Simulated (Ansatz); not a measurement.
## YBiS3 (model cell, started as cubic perovskite with Y in the octahedra): a soft mode frozen in

Aim: this structure of YBiS3 (model cell, started as cubic perovskite with Y in the octahedra) is to be tested for unstable modes, and one is followed downhill.

Main program and level: Ansatz 0.2.0; DFT PBEsol, scalar-relativistic, plane waves, PAW; PAW set soft_1.

Most raw output is cut from this account.

The structure was built from a prototype and need not be the compound's stable phase.

## Step 1: The structure

The structure is cubic, space group Pm-3m (No. 221). The conventional cell has a = 5.100 Å, b = 5.100 Å, c = 5.100 Å, α = 90.00°, β = 90.00°, γ = 90.00°. Bi has 12 S at 3.61 Å nearest. Y has 6 S at 2.55 Å nearest. Nearest to S lie 2 Y at 2.55 Å. Farther neighbours and most contacts between anions are not listed.

Coordinates:

```cif
data_structure
_symmetry_space_group_name_H-M 'Pm-3m'
_symmetry_Int_Tables_number 221
_cell_length_a 5.1005
_cell_length_b 5.1005
_cell_length_c 5.1005
_cell_angle_alpha 90.000
_cell_angle_beta 90.000
_cell_angle_gamma 90.000
_cell_volume 132.69
loop_
_atom_site_label
_atom_site_type_symbol
_atom_site_symmetry_multiplicity
_atom_site_Wyckoff_symbol
_atom_site_fract_x
_atom_site_fract_y
_atom_site_fract_z
_atom_site_occupancy
Bi1 Bi 1 a 0.00000 0.00000 0.00000 1
Y1 Y 1 b 0.50000 0.50000 0.50000 1
S1 S 3 c 0.50000 0.50000 0.00000 1
```

## Step 2: Response at finite wavevector

The cell comes from relaxations at this level that are not shown. Stability and thermal properties need the whole zone. Linear response on a 2×2×2 q mesh gives force constants as far as a supercell of that size would.

File input.yaml:

```yaml
crystal:
  lattice:
    - [5.100470251, 0.0, 0.0]
    - [0.0, 5.100470251, 0.0]
    - [0.0, 0.0, 5.100470251]
  atoms:
    - { symbol: Bi, position: [0.0, 0.0, 0.0] }
    - { symbol: "Y", position: [0.5, 0.5, 0.5] }
    - { symbol: S, position: [0.5, 0.5, 0.0] }
    - { symbol: S, position: [0.5, 0.0, 0.5] }
    - { symbol: S, position: [0.0, 0.5, 0.5] }
kpoints:
  mp_grid: { grid: [8, 8, 8] }
hamiltonian:
  xc: pbesol
  pseudopotentials: { kind: paw, azcp: { folder: soft_1 }, xc_functional: pbe }
scf:
  occupations: { method: methfessel_paxton, width: 0.2 }
output:
  eigenvalues: true
phonons:
  method: dfpt
  qmesh: [2, 2, 2]
  temperatures: { t_max: 1000, t_step: 50 }
  qpath:
    path:
      - [[0.0, 0.0, 0.0], [0.0, 0.5, 0.0], [0.5, 0.5, 0.0], [0.0, 0.0, 0.0], [0.5, 0.5, 0.5], [0.0, 0.5, 0.0]]
      - [[0.5, 0.5, 0.5], [0.5, 0.5, 0.0]]
    npoints: 10
```

Command:

```sh
ansatz run input.yaml --threads 8 --pin off --max-ram 16384MiB --backend cpu --events-out ev --progress --plain --runs-dir out
```

The job ended after 46 s (8 threads of AMD EPYC 9B45 (Zen 5), shared host; peak memory 1.6 GiB).

Numbers from this step:

| Quantity | Value |
| --- | --- |
| volume per atom | 26.54 Å³ |
| gap on the k-mesh | 0 eV |
| sum-rule residual before enforcement | 2.66e-5 eV/Å² |
| lowest frequency on the path | -242.2 cm⁻¹ |
| point group | m-3m |
| highest frequency on the path or at a solved wavevector | 434.0 cm⁻¹ |
| highest optical mode at the zone centre (no LO-TO term) | 409.9 cm⁻¹ |
| lowest optical zone-centre mode | -192.3 cm⁻¹ |
| lowest mode on the q mesh (acoustic modes at Γ apart) | -242.2 cm⁻¹ |

Frequencies (cm⁻¹) solved at each irreducible wavevector; negative means imaginary. Frequencies by wavevector, by row:

```csv
q in reciprocal lattice units,star,mode 1,mode 2,mode 3,mode 4,mode 13,mode 14,mode 15
0 0 0,1,-192.3,-192.3,-192.3,-169.8,409.9,409.9,409.9
0 0 -0.5,3,-200.3,-175.1,-175.1,-149.9,407.1,410.5,410.5
0 -0.5 -0.5,3,-242.2,-181.1,-181.1,-129.9,388.8,411.2,422
-0.5 -0.5 -0.5,1,-232.1,-232.1,-232.1,-123.9,389.7,389.7,434
```

Interpolated from a 2×2×2 q mesh. Phonon branches along the path, in cm⁻¹:

```
    point  branch 1  branch 2  branch 3  branch 4  branch 12  branch 13  branch 14  branch 15
        Γ      -192      -192      -192      -170          0        410        410        410
  halfway      -196      -182      -182      -162        133        409        410        410
        X      -200      -175      -175      -150        197        407        410        410
  halfway      -222      -178      -174      -154        195        396        411        418
        M      -242      -181      -181      -130        194        389        411        422
  halfway      -210      -178      -173      -165        134        402        410        416
        Γ      -192      -192      -192      -170          0        410        410        410
  halfway      -212      -195      -195      -143        136        402        402        423
        R      -232      -232      -232      -124        193        390        390        434
  halfway      -222      -205      -196      -140        194        395        402        426
        X      -200      -175      -175      -150        197        407        410        410
jump to R      -232      -232      -232      -124        193        390        390        434
  halfway      -237      -210      -210      -129        194        389        400        430
        M      -242      -181      -181      -130        194        389        411        422
```

Symmetry leaves 4 wavevectors to solve. The lowest mode among them, the acoustic zeros apart, lies at q = (0, -0.5, -0.5) and is imaginary, 242.2i cm⁻¹, so the energy falls along it.

## Step 3: The mode frozen in, largest atomic shift 0 Å

The mode followed lies at q = (0, -0.5, -0.5) with frequency 242.2i cm⁻¹, the softest among the wavevectors solved. At small amplitude the distorted cell has space group no. 127 by a symmetry search on the positions. The undistorted cell that holds it gives the zero of energy on the same k mesh.

System of this step: YBiS3 (model cell, started as cubic perovskite with Y in the octahedra). Symmetry: Pm-3m, No. 221, cubic system. The conventional cell has a = 5.100 Å, b = 5.100 Å, c = 5.100 Å, α = 90.00°, β = 90.00°, γ = 90.00°. Nearest to Bi lie 12 S at 3.61 Å. Y has 6 S at 2.55 Å nearest. S has 2 Y at 2.55 Å nearest. Nearest to S lie 2 Y at 2.55 Å. Farther neighbours and most contacts between anions are not listed.

File input.yaml:

```yaml
crystal:
  lattice:
    - [-5.100470251, 0.0, 0.0]
    - [0.0, -5.100470251, -5.100470251]
    - [0.0, -5.100470251, 5.100470251]
  atoms:
    - { symbol: Bi, position: [0.0, 0.5, 0.5] }
    - { symbol: Bi, position: [0.0, 0.0, 0.0] }
    - { symbol: "Y", position: [0.5, 0.0, 0.5] }
    - { symbol: "Y", position: [0.5, 0.5, 0.0] }
    - { symbol: S, position: [0.5, 0.25, 0.25] }
    - { symbol: S, position: [0.5, 0.75, 0.75] }
    - { symbol: S, position: [0.5, 0.25, 0.75] }
    - { symbol: S, position: [0.5, 0.75, 0.25] }
    - { symbol: S, position: [0.0, 0.0, 0.5] }
    - { symbol: S, position: [0.0, 0.5, 0.0] }
kpoints:
  mp_grid: { grid: [8, 6, 6] }
hamiltonian:
  xc: pbesol
  pseudopotentials: { kind: paw, azcp: { folder: soft_1 }, xc_functional: pbe }
scf:
  occupations: { method: methfessel_paxton, width: 0.2 }
output:
  forces: true
  stress: true
  eigenvalues: true
```

Elapsed: 2.3 s, on 8 threads; peak memory 1.3 GiB; 16 s of CPU time.

Numbers from this step:

| Property | Result |
| --- | --- |
| pressure | -0.01176 GPa |
| energy from the undistorted cell | 0 meV/atom |

The run ends at a pressure of -0.01 GPa.

## Step 4: The mode frozen in, largest atomic shift 0.6 Å

The atoms are moved along the unstable eigenvector, the largest shift by 0.6 Å, with the cell fixed.

input.yaml, the sections that differ from step 3:

```yaml
crystal:
  lattice:
    - [-5.100470251, 0.0, 0.0]
    - [0.0, -5.100470251, -5.100470251]
    - [0.0, -5.100470251, 5.100470251]
  atoms:
    - { symbol: Bi, position: [0.0, 0.5, 0.5] }
    - { symbol: Bi, position: [0.0, 0.0, 0.0] }
    - { symbol: "Y", position: [0.5, 0.0, 0.5] }
    - { symbol: "Y", position: [0.5, 0.5, 0.0] }
    - { symbol: S, position: [0.5, 0.308818106, 0.308818106] }
    - { symbol: S, position: [0.5, 0.691181894, 0.691181894] }
    - { symbol: S, position: [0.5, 0.191181894, 0.808818106] }
    - { symbol: S, position: [0.5, 0.808818106, 0.191181894] }
    - { symbol: S, position: [0.0, 0.0, 0.5] }
    - { symbol: S, position: [0.0, 0.5, 0.0] }
# kpoints, hamiltonian, scf, output: as in step 3
```

The job ended after 2 s (8 threads; peak memory 1.3 GiB; 15 s of CPU time).

This step gave:

```yaml
pressure: -2.140 GPa
energy_from_the_undistorted_cell: -249.8 meV/atom
```

The energy, extrapolated to zero smearing, is -249.77 meV/atom against the undistorted cell.

The run ends at a pressure of -2.14 GPa, with forces up to 1.3 eV/Å.

## Step 5: Energy along the mode, all amplitudes (two of the runs are shown above)

An imaginary frequency means negative curvature, so the energy should fall and then rise again as anharmonic terms take over.

Numbers from this step:

| Item | Value |
| --- | --- |
| depth at the lowest point sampled | 249.8 meV/atom |
| largest atomic shift at that point | 0.6 Å |

The energy from the parent by largest atomic shift:

```
largest atomic shift (Å)  energy from the parent (meV/atom)
                   0.000                                  0
                   0.040                              -2.19
                   0.080                              -8.33
                   0.140                              -23.5
                   0.220                              -52.9
                   0.320                              -99.9
                   0.450                               -170
                   0.600                               -250
```

Displacement at unit largest shift by atom:

| atom | x (Å) | y (Å) | z (Å) | size |
| --- | --- | --- | --- | --- |
| Bi1 | 0.00 | 0.00 | 0.00 | 0.00 |
| Bi2 | 0.00 | 0.00 | 0.00 | 0.00 |
| Y3 | 0.00 | 0.00 | 0.00 | 0.00 |
| Y4 | 0.00 | 0.00 | 0.00 | 0.00 |
| S5 | 0.00 | -1.00 | 0.00 | 1.00 |
| S6 | 0.00 | 1.00 | 0.00 | 1.00 |
| S7 | 0.00 | 0.00 | 1.00 | 1.00 |
| S8 | 0.00 | 0.00 | -1.00 | 1.00 |
| S9 | 0.00 | 0.00 | 0.00 | 0.00 |
| S10 | 0.00 | 0.00 | 0.00 | 0.00 |

The lowest of the steps tried is the last one, at 0.6 Å, 250 meV/atom below the parent; the bottom of the well need not coincide with a step.

## Step 6: Relaxation from the frozen mode

Starting from the lowest point found, all atoms and the cell are let go, so that strain and other modes of the same symmetry can join in.

input.yaml: that of step 4 with these lines changed.

```diff
@@ -27 +27,6 @@
   eigenvalues: true
+relax:
+  adjacent_minimum: "off"
+  f_tol: 0.002
+  max_steps: 120
+  cell: { stress_tol: 0.03 }
```

Elapsed: 16 s, on 8 threads; peak memory 1.3 GiB; 2 min of CPU time.

Step by step:

```
step  energy less that of the first step (eV)  largest force component (eV/Å)  pressure (GPa)  volume (Å³)
   1                                   0.0000                          1.2634           -2.14       265.38
   2                                  -0.9449                          0.8877           -1.33       257.62
   3                                  -1.4012                          0.0815           -0.27       250.55
   4                                  -1.4298                          0.0234            0.16       246.90
   5                                  -1.4304                          0.0003           -0.09       247.97
   6                                  -1.4305                          0.0064            0.04       247.55
   7                                  -1.4305                          0.0002            0.00       247.66
  8*                                  -1.4293                          0.0003            0.00       247.66
```

Relaxation steps marked * repeat the geometry before them on a plane-wave basis chosen anew for their cell, so energy and pressure can jump there.

Forces are held to the 16 operations that the run works with; a distortion that breaks them can't arise in this run.

| cell as run | before | after | change |
| --- | --- | --- | --- |
| a (Å) | 5.100 | 5.121 | +0.4 % |
| b (Å) | 7.213 | 6.954 | -3.6 % |
| c (Å) | 7.213 | 6.954 | -3.6 % |
| volume (Å³/atom) | 26.54 | 24.77 | -6.7 % |

The atoms that moved most (Å, as changes of fractional coordinates times the final cell):

```csv
atom,dx,dy,dz,length
S7,0.000,0.000,0.405,0.405
S8,0.000,0.000,-0.405,0.405
S5,0.000,-0.405,0.000,0.405
S6,0.000,0.405,0.000,0.405
```

Numbers from this step:

| Quantity | Value |
| --- | --- |
| pressure | -6.36e-5 GPa |
| volume per atom | 24.77 Å³ |

The distorted start has space group P4/mbm; the relaxation ends in P4/mbm.

## Step 7: The new phase in its own primitive cell

The relaxed structure is symmetrised, reduced to its primitive cell and relaxed tightly, as its phonons need.

input.yaml, the sections that differ from step 6:

```yaml
crystal:
  lattice:
    - [6.9540966796, 0.0, 0.0]
    - [0.0, 6.9540966796, 0.0]
    - [0.0, 0.0, 5.1212329456]
  atoms:
    - { symbol: Bi, position: [0.5, 0.0, 0.0] }
    - { symbol: Bi, position: [0.0, 0.5, 0.0] }
    - { symbol: "Y", position: [0.0, 0.0, 0.5] }
    - { symbol: "Y", position: [0.5, 0.5, 0.5] }
    - { symbol: S, position: [0.3500463093, 0.8500463093, 0.5] }
    - { symbol: S, position: [0.6499536907, 0.1499536907, 0.5] }
    - { symbol: S, position: [0.1499536907, 0.3500463093, 0.5] }
    - { symbol: S, position: [0.8500463093, 0.6499536907, 0.5] }
    - { symbol: S, position: [0.0, 0.0, 0.0] }
    - { symbol: S, position: [0.5, 0.5, 0.0] }
kpoints:
  mp_grid: { grid: [6, 6, 8] }
relax:
  adjacent_minimum: "off"
  f_tol: 0.001
  max_steps: 60
  cell: { stress_tol: 0.01 }
# hamiltonian, scf, output: as in step 6
```

Elapsed: 4.5 s, on 8 threads; peak memory 1.3 GiB.

Little changed from the start: no atom moved by 0.005 Å and no cell edge by 0.1 %.

This step gave:

```yaml
pressure: -6.49e-5 GPa
```

The largest force component left is 0.21 meV/Å and the pressure is 0.000 GPa, within the tolerances set. The cell now holds 24.77 Å³/atom.

## Step 8: Modes of the new phase, k-mesh 6×6×8

A relaxed structure may still be a saddle point, so its zone-centre modes are computed. No field response is asked, since the mesh shows no gap.

input.yaml: that of step 7 with these lines changed.

```diff
@@ -24,9 +24,4 @@
 output:
-  forces: true
-  stress: true
   eigenvalues: true
-relax:
-  adjacent_minimum: "off"
-  f_tol: 0.001
-  max_steps: 60
-  cell: { stress_tol: 0.01 }
+phonons:
+  method: dfpt
```

Run time: 60 s. Hardware: 8 threads; peak memory 4.2 GiB.

This step gave:

* sum-rule residual before enforcement: 7.86e-5 eV/Å²
* point group: 4/mmm
* highest optical mode at the zone centre (no LO-TO term): 399.4 cm⁻¹
* lowest optical zone-centre mode: -132.2 cm⁻¹

Patterns of degenerate modes are one choice out of their space. Modes at Γ, with each element's share of the kinetic energy (negative means imaginary):

| mode | frequency (cm⁻¹) | symmetry | Bi % | Y % | S % |
| --- | --- | --- | --- | --- | --- |
| 1 | -132.2 | Eu | 13 | 0 | 87 |
| 2 | -132.2 | Eu | 13 | 0 | 87 |
| 3 | -129.6 | Eu | 19 | 0 | 81 |
| 4 | -129.6 | Eu | 19 | 0 | 81 |
| 5 | -121.3 | A2u | 35 | 2 | 63 |
| 6 | -118.8 | B1u | 27 | 0 | 73 |
| 7 | -13.6 | B1u | 73 | 0 | 27 |
| 8 | 0.0 | acoustic | 53 | 23 | 24 |
| 9 | 0.0 | acoustic | 53 | 23 | 24 |
| 10 | 0.0 | acoustic | 53 | 23 | 24 |
| 11 | 11.4 | Eu | 57 | 24 | 18 |
| 12 | 11.4 | Eu | 57 | 24 | 18 |
| 13 | 53.1 | Eu | 41 | 35 | 24 |
| 14 | 53.1 | Eu | 41 | 35 | 24 |
| 15 | 58.4 | A1u | 0 | 81 | 19 |
| 16 | 63.3 | A2u | 12 | 56 | 32 |
| 17 | 120.5 | Eu | 17 | 36 | 47 |
| 18 | 120.5 | Eu | 17 | 36 | 47 |
| 19 | 155.5 | Eg | 0 | 0 | 100 |
| 20 | 155.5 | Eg | 0 | 0 | 100 |
| 21 | 198.7 | Eu | 0 | 60 | 40 |
| 22 | 198.7 | Eu | 0 | 60 | 40 |
| 23 | 215.4 | B2g | 0 | 0 | 100 |
| 24 | 230.8 | A1g | 0 | 0 | 100 |
| 25 | 291.4 | B1g | 0 | 0 | 100 |
| 26 | 313.4 | Eu | 0 | 22 | 78 |
| 27 | 313.4 | Eu | 0 | 22 | 78 |
| 28 | 334.9 | A2g | 0 | 0 | 100 |
| 29 | 398.2 | A2u | 0 | 20 | 80 |
| 30 | 399.4 | A1u | 0 | 19 | 81 |

Displacements in mode 2 (-132.2 cm⁻¹), the largest set to 1:
```
Bi1 -0.16  0.10  0.00
Bi2  0.12  0.01  0.00
Y3  -0.03  0.03  0.00
Y4   0.01  0.04  0.00
S5   0.07  0.01  0.00
S6   0.07  0.01  0.00
S7  -0.09  0.06  0.00
S8  -0.09  0.06  0.00
S9   1.00 -0.25  0.00
S10 -0.66 -0.79  0.00
```

Displacements in mode 30 (399.4 cm⁻¹), the largest set to 1:
```
Bi1  0.00  0.00  0.00
Bi2  0.00  0.00  0.00
Y3   0.00  0.00  0.30
Y4   0.00  0.00 -0.30
S5   0.00  0.00  0.00
S6   0.00  0.00  0.00
S7   0.00  0.00  0.00
S8   0.00  0.00  0.00
S9   0.00  0.00 -1.00
S10  0.00  0.00  1.00
```

Before it was imposed, the acoustic sum rule was missed by 7.9e-5 eV/Å². Small misses are needed for a sound result but don't prove that mesh and cutoff are converged. The lowest optical mode is imaginary, 132.2i cm⁻¹, so the energy falls along it.

## Step 9: What came out

| Quantity | Value |
| --- | --- |
| unstable mode of the parent | q = (0, -0.5, -0.5), 242i cm⁻¹ |
| depth at the lowest point sampled | 250 meV/atom |
| largest atomic shift at that point | 0.6 Å |
| space group reached (within 0.01 Å) | P4/mbm |
| energy gained over the parent (first relaxation, on the mesh of the frozen mode) | 392 meV/atom |
| volume per atom, phase reached | 24.8 Å³ |
| lowest optical zone-centre mode, phase reached | -132 cm⁻¹ |
| highest optical mode at the zone centre (no LO-TO term), phase reached | 399 cm⁻¹ |

Along this mode the structure falls into P4/mbm, 392 meV/atom below the parent. At the parent's cell the well is 249.8 meV/atom deep on the steps tried, with its lowest point at a shift of 0.6 Å. That is the last step tried, so the steps alone don't bracket the bottom of the well. Relaxing atoms and cell changes the gain by +142.39 meV/atom against the lowest step (energies at zero smearing). The new phase still has an imaginary mode at the zone centre of its cell, so it is a saddle point on the way to a lower structure. Of the 4 patterns followed to their end from this parent, this one ends 212 meV/atom above the lowest, Imma. Each path keeps the symmetry of its pattern, so a lower phase may lie along a pattern not tried. With no gap, or one that is small against the smearing, the frequencies hang on the k mesh and the smearing, most of all near Kohn anomalies. A semilocal functional can close a gap that the real compound would have, so the metallic treatment may be an artefact of the level. Spin-orbit coupling is left out, which can matter for the heavy elements here. The PAW files were made for PBE and serve the other functionals too. The starting cell was built on a prototype and not taken from a measurement, so the phase need not exist.

[Logs are printed without paths, hosts, clocks, repeated set-up lines and the standing remarks that a program may print on its own settings, such as how far it seeks lower states.]

[Hosts, paths, dates, database ids (printed as entryN), source tags and the programs' standing remarks are cut or masked in the printed files.]
